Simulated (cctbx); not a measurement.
**Accept or mend?**

Cell a = 13.1120 Å, b = 13.1120 Å, c = 13.1120 Å, α = 90.00°, β = 90.00°, γ = 90.00°; space group I4_132 (no. 214).

Simulated single-crystal data (cctbx): Ga Kα, λ = 1.3414 Å, to d = 0.83 Å, 95 % of the full sphere, strongest reflection 20000 counts, noise from counting, a 3 % proportional error and a noise floor of 8 counts (s.d.); no absorption.

An isotropic refinement with weights 1/σ² prints:

```text
Rint 0.036, 353 unique reflections to 0.83 A
cycle     R1     wR2    GooF  max shift (A)
   1  0.6435  0.8800  74.110   0.32904
   3  0.0054  0.0126   1.057   0.00000
final R1 0.0054 wR2 0.0126 GooF 1.057  parameters 5  data/parameter 70.6
atom        x        y        z      Ueq    occ   su(xyz)  su(Uiso or U11)
W1     0.01499  0.51499  0.98501   0.0074  1.000  0.00001  0.0000
Rb1    0.00000  0.75000  0.13309   0.0087  1.000  0.00002  0.0001
Cu1    0.37500  0.12500  0.87500   0.0102  1.000  0.00000  0.0001
difference map: max 0.24 min -0.28 rms 0.07
Q1    0.9946  0.1967  0.4470   48    0.26  1.26 A from Rb1
Q2    0.9931  0.1917  0.0651   48    0.25  2.09 A from Cu1
Q3    0.9981  0.1806  0.9355   48    0.25  1.14 A from Rb1
Q4    0.0926  0.1250  0.1574   24    0.23  0.60 A from Cu1
Q5    0.0456  0.0976  0.8189   48    0.21  1.94 A from Rb1
Q6    0.0472  0.1250  0.2028   24    0.20  1.44 A from Cu1
```

Q: Accept it or mend it, and why?

It can stand. The set-up had a fault (start far from the minimum), but the refinement still reached the right minimum: R1 = 0.0054, wR2 = 0.0126, GooF = 1.06 against R1 = 0.0054, wR2 = 0.0126, GooF = 1.06 for the right model.

The compound is Rb3CuW2. The right model at the same level gives:

```text
Rint 0.036, 353 unique reflections to 0.83 A
cycle     R1     wR2    GooF  max shift (A)
   1  0.1445  0.3184  26.813   0.05652
   2  0.0054  0.0126   1.057   0.00000
final R1 0.0054 wR2 0.0126 GooF 1.057  parameters 5  data/parameter 70.6
atom        x        y        z      Ueq    occ   su(xyz)  su(Uiso or U11)
W1     0.01499  0.51499  0.98501   0.0074  1.000  0.00001  0.0000
Rb1    0.00000  0.75000  0.13309   0.0087  1.000  0.00002  0.0001
Cu1    0.37500  0.12500  0.87500   0.0102  1.000  0.00000  0.0001
difference map: max 0.24 min -0.28 rms 0.07
Q1    0.9946  0.1967  0.4470   48    0.26  1.26 A from Rb1
Q2    0.9931  0.1917  0.0651   48    0.25  2.09 A from Cu1
Q3    0.9981  0.1806  0.9355   48    0.25  1.14 A from Rb1
Q4    0.0926  0.1250  0.1574   24    0.23  0.60 A from Cu1
Q5    0.0456  0.0976  0.8189   48    0.21  1.94 A from Rb1
Q6    0.0472  0.1250  0.2028   24    0.20  1.44 A from Cu1
```

The model is made up (kin elements in a known structure type, no relaxation), so it says nothing on whether the phase exists.

[Middle refinement cycles are left out of these outputs.]

[Logs are printed without paths, hosts, clocks, repeated set-up lines and the standing remarks that a program may print on its own settings, such as how far it seeks lower states.]
